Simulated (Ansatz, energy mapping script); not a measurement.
# Spin model of MnS in the zinc-blende structure from collinear orders, part 2 of 3

Wanted: the magnetic order of MnS in the zinc-blende structure, its couplings and an estimate of its ordering temperature, by LDA+U (1.32 eV).

LDA with U = 1.32 eV on Mn d, ortho-atomic projectors; plane waves, U on orthogonalised atomic orbitals unless named otherwise, collinear spin, no spin–orbit coupling.

So far. Step 4 (Order 1: parallel, cell A of 4 atoms): The run ends ferromagnetic.

## (5) Compensated +− start in cell A (4 atoms)

This order reverses 6 of the 12 neighbours at 4.01 Å, 6 of the 6 neighbours at 5.67 Å and 12 of the 24 neighbours at 6.95 Å, counted for an average magnetic atom.

input.yaml

```yaml
crystal:
  lattice:
    - [0.0, -2.836777444, -2.836777444]
    - [-2.836777444, 0.0, -2.836777444]
    - [2.836777444, 2.836777444, -5.673554888]
  atoms:
    - { symbol: Mn, position: [0.5, 0.5, 0.5], spin: 4.5 }
    - { symbol: Mn, position: [0.0, 0.0, 0.0], spin: -4.5 }
    - { symbol: S, position: [0.125, 0.125, 0.625] }
    - { symbol: S, position: [0.625, 0.625, 0.125] }
magnetization:
  spin_polarized: true
kpoints:
  mp_grid: { grid: [8, 8, 8] }
hamiltonian:
  xc: lda
  hubbard:
    sites:
      - { species: Mn, l: d, u_eff: 1.32 }
      - { site: 0, l: d, u_eff: 1.32, starting_ns: [{ spin: up, occupation_matrix: mn1_major }, { spin: down, occupation_matrix: mn1_minor }] }
      - { site: 1, l: d, u_eff: 1.32, starting_ns: [{ spin: up, occupation_matrix: mn1_minor }, { spin: down, occupation_matrix: mn1_major }] }
    projectors: ortho-atomic
    occupation_matrices:
      mn1_major:
        matrix:
          - [0.995, 0.0, 0.0, 0.0, 0.0]
          - [0.0, 0.991, 0.0, 0.0, 0.0]
          - [0.0, 0.0, 0.991, 0.0, 0.0]
          - [0.0, 0.0, 0.0, 0.995, 0.0]
          - [0.0, 0.0, 0.0, 0.0, 0.991]
      mn1_minor:
        matrix:
          - [0.036, 0.0, 0.0, 0.0, 0.0]
          - [0.0, 0.104, 0.0, 0.0, 0.0]
          - [0.0, 0.0, 0.104, 0.0, 0.0]
          - [0.0, 0.0, 0.0, 0.036, 0.0]
          - [0.0, 0.0, 0.0, 0.0, 0.104]
scf:
  occupations: { method: fermi_dirac, width: 0.05 }
output:
  eigenvalues: true
  write_density: true
  write_potential: true
  elf: true
  volumetric_format: npy
```

The run is started by

```
$ ansatz run input.yaml --threads 4 --pin off --max-ram 8192MiB --backend cpu --events-out ev --progress --plain --runs-dir out
```

Numbers of over 12 decimals in the logs are rounded to 6 here.

Output:

```text
[...]
Crystal: 4 atoms, lattice volume = 91.314 Å³
Basis set: ecut = 420 eV, 1779 PW (Γ)
Bands: 31, of which v1, the nominal top of the filled ones, is band 21 counted from 1 (20 counted from 0)
Symmetry: 6 space group operations
[...]
k-points: 65 of 512 (time reversal used)
[...]
Starting moments: Σ|m| = 9 μB on 2 of 4 sites
Starting magnetic order: antiferromagnet; a translation exchanges its spin sublattices: spin-degenerate at every k-point
[...]
the translation (0.5, 0.5, 0.5) carries every atom to within crystal.symmetry.tolerance of an atom of its element with the starting moment reversed, but both spin channels are solved: the dense FFT box has an odd point count along it
SCF iter   1: F=—  HF=-9422.981687 eV  |F-HF|=—  |Δ(HF+E_count)|=         —  Δρ=5.46e-2 (↑5.46e-2 ↓5.46e-2)  dr2=1.07e1  dr2_m=1.42e-1  M=0.000 μB ∫|m|=8.647 μB  β_m=1.00  ethr=3.10e-3  ⟨swp⟩=5.5  Hψ=16101  notcnv=0  defer=4
[...]
spin=Collinear: Resta preconditioning applied to the charge; magnetization (m = ρ↑ − ρ↓) channel mixes plain (no charge-response kernel on spin).
SCF iter   2: F=—  HF=-9421.814176 eV  |F-HF|=—  |Δ(HF+E_count)|=    1.17e0  Δρ=2.23e-2 (↑2.23e-2 ↓2.23e-2)  dr2=5.96e-1  dr2_m=3.13e-1  M=-0.000 μB ∫|m|=9.272 μB  β_m=1.00  ethr=3.10e-3  ⟨swp⟩=3.0  Hψ=9506  notcnv=0  defer=240
[...]
SCF iter  12: F=-9421.575771 eV  HF=-9421.575771 eV  |F-HF|=8.65e-9  |Δ(HF+E_count)|=   2.84e-8  Δρ=2.73e-6 (↑2.73e-6 ↓1.53e-6)  dr2=1.38e-8  dr2_m=4.78e-10  M=-0.000 μB ∫|m|=9.365 μB  ethr=2.38e-10  ⟨swp⟩=3.4  Hψ=10891  notcnv=0
SCF 1 converged in 12 iterations: F = -9421.575771 eV  dr2 = 1.38e-8
[...]
SCF converged after 12 iterations
Magnetization: -0.0000 μB (21.0000 up, 21.0000 down)
Absolute magnetization: 9.3654 μB (∫|ρ↑−ρ↓|, with the PAW one-centre terms)
[...]
Per-site moments (μB) at R_I (Å): [(4.146882, 1.013398), (-4.146883, 1.013398), (0.053859, 1.013398), (-0.053852, 1.013398)]
Free energy (F): -9421.575771 eV
[...]
Internal energy: -9421.575771 eV  (E = F + TS)
E sigma→0 (E₀):  -9421.575771 eV
Entropy (-TS):   -0.000000 eV (-0.000 meV/atom)
Fermi energy:    6.684159 eV
[...]
--- Specified on-site occupations, and those of the state reported ---
  electrons in the specified blocks: 10.6940 specified, 10.8113 found
[...]
--- Band table (eV; the first three rows and the last of 130) ---
  k-point 0 ↑: bands = [... 17 lower, 3.8855, 5.2381, 6.0571, 6.0571, 7.7591, 7.9634, 7.9634, 8.9611, ... 6 higher]
  k-point 1 ↑: bands = [... 17 lower, 3.8766, 5.1703, 6.0567, 6.0567, 7.8818, 7.9711, 7.9711, 8.9535, ... 6 higher]
  k-point 2 ↑: bands = [... 17 lower, 3.8548, 5.0230, 6.0557, 6.0557, 7.9898, 7.9898, 8.1652, 8.9521, ... 6 higher]
  k-point 64 ↓: bands = [... 17 lower, 3.5149, 4.2628, 4.2821, 4.6755, 7.3675, 7.7797, 8.1393, 8.3155, ... 6 higher]
Occupation matrices written to <dir>
```

The job ended after 12 s (4 threads of Arm Neoverse V2, shared host; peak memory 0.59 GiB).

Spin moment in the sphere by atom:

```
atom  spin moment in the sphere (μB)
 Mn1                            4.15
 Mn2                           -4.15
  S3                            0.05
  S4                           -0.05
```

The run ends antiferromagnetic, 146.21 meV a magnetic atom below the parallel order of its cell.

Spin density in the ac plane at fractional y = 0.000, with atoms of Mn within 0.2 Å of it.

Ten even steps from '0' (-7.7 e/Å³) to '9' (0.0 e/Å³), each cell a mean:
```
24899999999985
77899999999998
99999999999999
99999999999999
99999999999999
99999999999999
99999999999999
99999999999999
99999999999999
99999999999999
99999999999999
99999999999999
99999999999999
99999999999999
99999999999999
99999999999999
99999999999999
99999999999999
99999999999999
99999999999999
99999999999999
89999999999988
47999999999974
04899999999972
```
Columns run along a (4.0 Å), rows up along c (6.9 Å). Atoms in or near the plane, at fractional coordinates: Mn at (0.00, 0.00).

ELF in the ac plane at fractional y = 0.000, with atoms of Mn within 0.2 Å of it. It is the smooth field of the valence electrons, not physical close to the nuclei.

Ten even steps from '0' (0.02) to '9' (0.88), each cell a mean:
```
98521234321258
76421122211135
23211100000111
22222100000122
77765310000245
99998631000368
99999852001368
98778874101378
98668985200268
99889986210157
89999986310136
68999875210013
45777764200001
12344332000000
00111110000000
00000000000000
00000000000000
00011111000000
10123332110111
11124554321111
21125666421122
53124677531245
87313577531368
98522466531379
```
Columns run along a (4.0 Å), rows up along c (6.9 Å). Atoms in or near the plane, at fractional coordinates: Mn at (0.00, 0.00).

## (6) Order 3: parallel, cell B of 4 atoms

A new cell needs its own zero of energy.

This run holds the same structure in another cell (c 6.949 → 5.674 Å, α 73.2 → 90.0°, β 73.2 → 90.0°, γ 60.0 → 90.0°).

input.yaml

```yaml
crystal:
  lattice:
    - [0.0, -2.836777444, -2.836777444]
    - [0.0, 2.836777444, -2.836777444]
    - [5.673554888, 0.0, 0.0]
  atoms:
    - { symbol: Mn, position: [0.5, 0.5, 0.5], spin: 4.5 }
    - { symbol: Mn, position: [0.0, 0.0, 0.0], spin: 4.5 }
    - { symbol: S, position: [0.0, 0.5, 0.75] }
    - { symbol: S, position: [0.5, 0.0, 0.25] }
magnetization:
  spin_polarized: true
kpoints:
  mp_grid: { grid: [7, 7, 5] }
hamiltonian:
  xc: lda
  hubbard:
    sites:
      - { species: Mn, l: d, u_eff: 1.32 }
      - { site: 0, l: d, u_eff: 1.32, starting_ns: [{ spin: up, occupation_matrix: mn1_major }, { spin: down, occupation_matrix: mn1_minor }] }
      - { site: 1, l: d, u_eff: 1.32, starting_ns: [{ spin: up, occupation_matrix: mn1_major }, { spin: down, occupation_matrix: mn1_minor }] }
    projectors: ortho-atomic
    occupation_matrices:
      mn1_major:
        matrix:
          - [0.995, 0.0, 0.0, 0.0, 0.0]
          - [0.0, 0.991, 0.0, 0.0, 0.0]
          - [0.0, 0.0, 0.991, 0.0, 0.0]
          - [0.0, 0.0, 0.0, 0.995, 0.0]
          - [0.0, 0.0, 0.0, 0.0, 0.991]
      mn1_minor:
        matrix:
          - [0.036, 0.0, 0.0, 0.0, 0.0]
          - [0.0, 0.104, 0.0, 0.0, 0.0]
          - [0.0, 0.0, 0.104, 0.0, 0.0]
          - [0.0, 0.0, 0.0, 0.036, 0.0]
          - [0.0, 0.0, 0.0, 0.0, 0.104]
scf:
  occupations: { method: fermi_dirac, width: 0.05 }
output:
  eigenvalues: true
```

Output:

```text
[...]
Crystal: 4 atoms, lattice volume = 91.314 Å³
Basis set: ecut = 420 eV, 1787 PW (Γ)
Bands: 31, of which v1, the nominal top of the filled ones, is band 21 counted from 1 (20 counted from 0)
Symmetry: 16 space group operations
[...]
k-points: 30 of 245 (time reversal used)
[...]
Starting moments: Σ|m| = 9 μB on 2 of 4 sites
[...]
k-point 0 ↑: bands = [... 17 lower, 2.8497, 2.9085, 3.0423, 3.4992, 4.2682, 4.2682, 6.6769, 6.6769, ... 6 higher]
  k-point 1 ↑: bands = [... 17 lower, 2.8164, 2.8678, 3.0236, 3.9035, 4.5133, 4.5133, 6.0614, 6.4208, ... 6 higher]
  k-point 2 ↑: bands = [... 17 lower, 2.7395, 2.9155, 2.9750, 4.6110, 5.1006, 5.1006, 5.3310, 5.8078, ... 6 higher]
  k-point 29 ↓: bands = [... 17 lower, 7.0953, 7.6526, 7.6917, 8.1164, 8.1756, 8.4508, 8.4800, 8.8382, ... 6 higher]
Occupation matrices written to <dir>
[key lines of the parts left out:]
SCF converged after 12 iterations
Magnetization: 9.9952 μB (25.9976 up, 16.0024 down)
Free energy (F): -9421.283662 eV
Fermi energy:    6.769550 eV
```

Wall time 4.8 s (4 threads); peak memory 0.42 GiB.

The run ends ferromagnetic. For each magnetic atom its energy differs from the parallel run of the first cell by 0.12 meV, an error that one common reference would have brought in.

## (7) Compensated +− start in cell B (4 atoms)

This order reverses 8 of the 12 neighbours at 4.01 Å, 0 of the 6 neighbours at 5.67 Å and 16 of the 24 neighbours at 6.95 Å, counted for an average magnetic atom.

input.yaml: that of step 6 with these lines changed.

```diff
@@ -7,3 +7,3 @@
     - { symbol: Mn, position: [0.5, 0.5, 0.5], spin: 4.5 }
-    - { symbol: Mn, position: [0.0, 0.0, 0.0], spin: 4.5 }
+    - { symbol: Mn, position: [0.0, 0.0, 0.0], spin: -4.5 }
     - { symbol: S, position: [0.0, 0.5, 0.75] }
@@ -20,3 +20,3 @@
       - { site: 0, l: d, u_eff: 1.32, starting_ns: [{ spin: up, occupation_matrix: mn1_major }, { spin: down, occupation_matrix: mn1_minor }] }
-      - { site: 1, l: d, u_eff: 1.32, starting_ns: [{ spin: up, occupation_matrix: mn1_major }, { spin: down, occupation_matrix: mn1_minor }] }
+      - { site: 1, l: d, u_eff: 1.32, starting_ns: [{ spin: up, occupation_matrix: mn1_minor }, { spin: down, occupation_matrix: mn1_major }] }
     projectors: ortho-atomic
```

Output:

```text
[...]
Crystal: 4 atoms, lattice volume = 91.314 Å³
Basis set: ecut = 420 eV, 1787 PW (Γ)
Bands: 31, of which v1, the nominal top of the filled ones, is band 21 counted from 1 (20 counted from 0)
Symmetry: 8 space group operations
[...]
k-points: 30 of 245 (time reversal used)
[...]
Starting moments: Σ|m| = 9 μB on 2 of 4 sites
[...]
k-point 0 ↑: bands = [... 17 lower, 3.4300, 4.9814, 5.4946, 5.4946, 7.6187, 7.9066, 8.0290, 8.4118, ... 6 higher]
  k-point 1 ↑: bands = [... 17 lower, 3.4434, 4.8749, 5.5277, 5.5277, 7.7999, 7.9768, 8.0269, 8.8050, ... 6 higher]
  k-point 2 ↑: bands = [... 17 lower, 3.4640, 4.7611, 5.5849, 5.5849, 7.8868, 8.0236, 8.3920, 8.8781, ... 6 higher]
  k-point 29 ↓: bands = [... 17 lower, 3.5170, 3.8442, 4.0732, 4.2919, 7.6220, 7.6363, 8.1307, 8.1639, ... 6 higher]
Occupation matrices written to <dir>
[key lines of the parts left out:]
SCF converged after 12 iterations
Magnetization: 0.0000 μB (21.0000 up, 21.0000 down)
Free energy (F): -9421.661145 eV
Fermi energy:    6.518454 eV
```

Run time: 5.3 s. Hardware: 4 threads; peak memory 0.43 GiB; 20 s of CPU time.

The run ends antiferromagnetic, 189.02 meV a magnetic atom below the parallel order of its cell.

## (8) Order 5: parallel, cell C of 6 atoms

The parallel order again, as the reference for this cell.

input.yaml

```yaml
crystal:
  lattice:
    - [0.0, 2.836777444, 2.836777444]
    - [-2.836777444, 0.0, -2.836777444]
    - [-5.673554888, -5.673554888, 5.673554888]
  atoms:
    - { symbol: Mn, position: [0.0, 0.0, 0.0], spin: 4.5 }
    - { symbol: Mn, position: [0.333333333, 0.666666667, 0.666666667], spin: 4.5 }
    - { symbol: Mn, position: [0.666666667, 0.333333333, 0.333333333], spin: 4.5 }
    - { symbol: S, position: [0.333333333, 0.666666667, 0.916666667] }
    - { symbol: S, position: [0.666666667, 0.333333333, 0.583333333] }
    - { symbol: S, position: [0.0, 0.0, 0.25] }
magnetization:
  spin_polarized: true
kpoints:
  mp_grid: { grid: [8, 8, 3] }
hamiltonian:
  xc: lda
  hubbard:
    sites:
      - { species: Mn, l: d, u_eff: 1.32 }
      - { site: 0, l: d, u_eff: 1.32, starting_ns: [{ spin: up, occupation_matrix: mn1_major }, { spin: down, occupation_matrix: mn1_minor }] }
      - { site: 1, l: d, u_eff: 1.32, starting_ns: [{ spin: up, occupation_matrix: mn1_major }, { spin: down, occupation_matrix: mn1_minor }] }
      - { site: 2, l: d, u_eff: 1.32, starting_ns: [{ spin: up, occupation_matrix: mn1_major }, { spin: down, occupation_matrix: mn1_minor }] }
    projectors: ortho-atomic
    occupation_matrices:
      mn1_major:
        matrix:
          - [0.995, 0.0, 0.0, 0.0, 0.0]
          - [0.0, 0.991, 0.0, 0.0, 0.0]
          - [0.0, 0.0, 0.991, 0.0, 0.0]
          - [0.0, 0.0, 0.0, 0.995, 0.0]
          - [0.0, 0.0, 0.0, 0.0, 0.991]
      mn1_minor:
        matrix:
          - [0.036, 0.0, 0.0, 0.0, 0.0]
          - [0.0, 0.104, 0.0, 0.0, 0.0]
          - [0.0, 0.0, 0.104, 0.0, 0.0]
          - [0.0, 0.0, 0.0, 0.036, 0.0]
          - [0.0, 0.0, 0.0, 0.0, 0.104]
scf:
  occupations: { method: fermi_dirac, width: 0.05 }
output:
  eigenvalues: true
```

Output:

```text
[...]
Crystal: 6 atoms, lattice volume = 136.971 Å³
Basis set: ecut = 420 eV, 2685 PW (Γ)
Bands: 46, of which v1, the nominal top of the filled ones, is band 32 counted from 1 (31 counted from 0)
Symmetry: 18 space group operations
[...]
k-points: 25 of 192 (time reversal used)
[...]
Starting moments: Σ|m| = 13.5 μB on 3 of 6 sites
[...]
k-point 0 ↑: bands = [... 28 lower, 2.8816, 2.8816, 3.8739, 3.8739, 5.9458, 5.9458, 5.9458, 5.9458, ... 10 higher]
  k-point 1 ↑: bands = [... 28 lower, 2.9338, 2.9338, 3.2540, 4.8503, 5.7283, 5.7283, 5.9171, 6.2698, ... 10 higher]
  k-point 2 ↑: bands = [... 28 lower, 2.9403, 2.9409, 3.8855, 3.8994, 5.2486, 5.5738, 5.6320, 5.8965, ... 10 higher]
  k-point 24 ↓: bands = [... 28 lower, 7.7119, 7.8174, 8.0384, 8.1063, 8.1457, 8.5052, 8.5090, 8.6592, ... 10 higher]
Occupation matrices written to <dir>
[key lines of the parts left out:]
SCF converged after 11 iterations
Magnetization: 14.9933 μB (38.9966 up, 24.0034 down)
Free energy (F): -14131.925666 eV
Fermi energy:    6.766700 eV
```

It took 8.4 s on 4 threads; peak memory 0.56 GiB.

The run ends ferromagnetic. For each magnetic atom its energy differs from the parallel run of the first cell by 0.05 meV, an error that one common reference would have brought in.

## (9) Run 6 (uncompensated ++−; cell C, 6 atoms)

This order reverses 4 of the 12 neighbours at 4.01 Å, 4 of the 6 neighbours at 5.67 Å and 12 of the 24 neighbours at 6.95 Å, counted for an average magnetic atom.

input.yaml: that of step 8 with these lines changed.

```diff
@@ -8,3 +8,3 @@
     - { symbol: Mn, position: [0.333333333, 0.666666667, 0.666666667], spin: 4.5 }
-    - { symbol: Mn, position: [0.666666667, 0.333333333, 0.333333333], spin: 4.5 }
+    - { symbol: Mn, position: [0.666666667, 0.333333333, 0.333333333], spin: -4.5 }
     - { symbol: S, position: [0.333333333, 0.666666667, 0.916666667] }
@@ -23,3 +23,3 @@
       - { site: 1, l: d, u_eff: 1.32, starting_ns: [{ spin: up, occupation_matrix: mn1_major }, { spin: down, occupation_matrix: mn1_minor }] }
-      - { site: 2, l: d, u_eff: 1.32, starting_ns: [{ spin: up, occupation_matrix: mn1_major }, { spin: down, occupation_matrix: mn1_minor }] }
+      - { site: 2, l: d, u_eff: 1.32, starting_ns: [{ spin: up, occupation_matrix: mn1_minor }, { spin: down, occupation_matrix: mn1_major }] }
     projectors: ortho-atomic
```

Output:

```text
[...]
Crystal: 6 atoms, lattice volume = 136.971 Å³
Basis set: ecut = 420 eV, 2685 PW (Γ)
Bands: 46, of which v1, the nominal top of the filled ones, is band 32 counted from 1 (31 counted from 0)
Symmetry: 6 space group operations
[...]
k-points: 25 of 192 (time reversal used)
[...]
Starting moments: Σ|m| = 13.5 μB on 3 of 6 sites
[...]
k-point 0 ↑: bands = [... 28 lower, 3.9979, 5.8044, 5.8524, 5.8524, 6.3593, 6.3593, 7.6313, 8.0178, ... 10 higher]
  k-point 1 ↑: bands = [... 28 lower, 4.1487, 5.6034, 5.8508, 5.8508, 6.3538, 6.3538, 8.0192, 8.0243, ... 10 higher]
  k-point 2 ↑: bands = [... 28 lower, 4.0289, 5.3362, 5.6530, 5.6694, 5.8294, 6.2006, 7.8989, 8.0090, ... 10 higher]
  k-point 24 ↓: bands = [... 28 lower, 4.6001, 7.1682, 7.4335, 7.6597, 7.8016, 8.0026, 8.2261, 8.3595, ... 10 higher]
Occupation matrices written to <dir>
[key lines of the parts left out:]
SCF converged after 14 iterations
Magnetization: 4.9999 μB (34.0000 up, 29.0000 down)
Free energy (F): -14132.227159 eV
Fermi energy:    6.706342 eV
```

It took 12 s on 4 threads; peak memory 0.58 GiB; 45 s of CPU time.

The run ends ferrimagnetic, 100.76 meV a magnetic atom below the parallel order of its cell.

## (10) Run 7 (parallel; cell D, 6 atoms)

A new cell needs its own zero of energy.

This run holds the same structure in another cell (b 4.012 → 5.674 Å, c 9.827 → 6.949 Å, α 90.0 → 114.1°, β 90.0 → 106.8°, γ 120.0 → 90.0°).

input.yaml

```yaml
crystal:
  lattice:
    - [0.0, -2.836777444, -2.836777444]
    - [-5.673554888, 0.0, 0.0]
    - [2.836777444, 5.673554888, -2.836777444]
  atoms:
    - { symbol: Mn, position: [0.666666667, 0.666666667, 0.333333333], spin: 4.5 }
    - { symbol: Mn, position: [0.333333333, 0.333333333, 0.666666667], spin: 4.5 }
    - { symbol: Mn, position: [0.0, 0.0, 0.0], spin: 4.5 }
    - { symbol: S, position: [0.166666667, 0.416666667, 0.333333333] }
    - { symbol: S, position: [0.833333333, 0.083333333, 0.666666667] }
    - { symbol: S, position: [0.5, 0.75, 0.0] }
magnetization:
  spin_polarized: true
kpoints:
  mp_grid: { grid: [7, 7, 7] }
hamiltonian:
  xc: lda
  hubbard:
    sites:
      - { species: Mn, l: d, u_eff: 1.32 }
      - { site: 0, l: d, u_eff: 1.32, starting_ns: [{ spin: up, occupation_matrix: mn1_major }, { spin: down, occupation_matrix: mn1_minor }] }
      - { site: 1, l: d, u_eff: 1.32, starting_ns: [{ spin: up, occupation_matrix: mn1_major }, { spin: down, occupation_matrix: mn1_minor }] }
      - { site: 2, l: d, u_eff: 1.32, starting_ns: [{ spin: up, occupation_matrix: mn1_major }, { spin: down, occupation_matrix: mn1_minor }] }
    projectors: ortho-atomic
    occupation_matrices:
      mn1_major:
        matrix:
          - [0.995, 0.0, 0.0, 0.0, 0.0]
          - [0.0, 0.991, 0.0, 0.0, 0.0]
          - [0.0, 0.0, 0.991, 0.0, 0.0]
          - [0.0, 0.0, 0.0, 0.995, 0.0]
          - [0.0, 0.0, 0.0, 0.0, 0.991]
      mn1_minor:
        matrix:
          - [0.036, 0.0, 0.0, 0.0, 0.0]
          - [0.0, 0.104, 0.0, 0.0, 0.0]
          - [0.0, 0.0, 0.104, 0.0, 0.0]
          - [0.0, 0.0, 0.0, 0.036, 0.0]
          - [0.0, 0.0, 0.0, 0.0, 0.104]
scf:
  occupations: { method: fermi_dirac, width: 0.05 }
output:
  eigenvalues: true
```

Output:

```text
[...]
Crystal: 6 atoms, lattice volume = 136.971 Å³
Basis set: ecut = 420 eV, 2679 PW (Γ)
Bands: 46, of which v1, the nominal top of the filled ones, is band 32 counted from 1 (31 counted from 0)
Symmetry: 12 space group operations
[...]
k-points: 64 of 343 (time reversal used)
[...]
Starting moments: Σ|m| = 13.5 μB on 3 of 6 sites
[...]
k-point 0 ↑: bands = [... 28 lower, 2.8855, 2.8855, 3.4912, 3.4912, 3.9800, 3.9800, 5.0870, 5.0870, ... 10 higher]
  k-point 1 ↑: bands = [... 28 lower, 2.8596, 2.9439, 3.3041, 3.6743, 4.0166, 4.1361, 4.7371, 5.4612, ... 10 higher]
  k-point 2 ↑: bands = [... 28 lower, 2.9524, 2.9992, 3.2728, 3.9716, 4.1268, 4.4545, 4.5177, 5.6038, ... 10 higher]
  k-point 63 ↓: bands = [... 28 lower, 7.9282, 7.9593, 7.9593, 8.0710, 8.0710, 8.5600, 8.5600, 8.8830, ... 10 higher]
Occupation matrices written to <dir>
[key lines of the parts left out:]
SCF converged after 11 iterations
Magnetization: 14.9941 μB (38.9971 up, 24.0029 down)
Free energy (F): -14131.925799 eV
Fermi energy:    6.760278 eV
```

Elapsed: 23 s, on 4 threads; peak memory 0.87 GiB; 87 s of CPU time.

The run ends ferromagnetic. For each magnetic atom its energy differs from the parallel run of the first cell by -0.02 meV, an error that one common reference would have brought in.

(Part 2 of 3 ends here.)

[Logs and program files are shortened in this print: banners, set-up blocks, solver, clock and traceback lines can be left out without a mark of their own.]

[Logs are printed without paths, hosts, clocks, repeated set-up lines and the standing remarks that a program may print on its own settings, such as how far it seeks lower states.]

[Hosts, paths, dates, database ids (printed as entryN), source tags and the programs' standing remarks are cut or masked in the printed files.]

[Where a cell is said to come from a database of computed structures, the database is the Materials Project.]
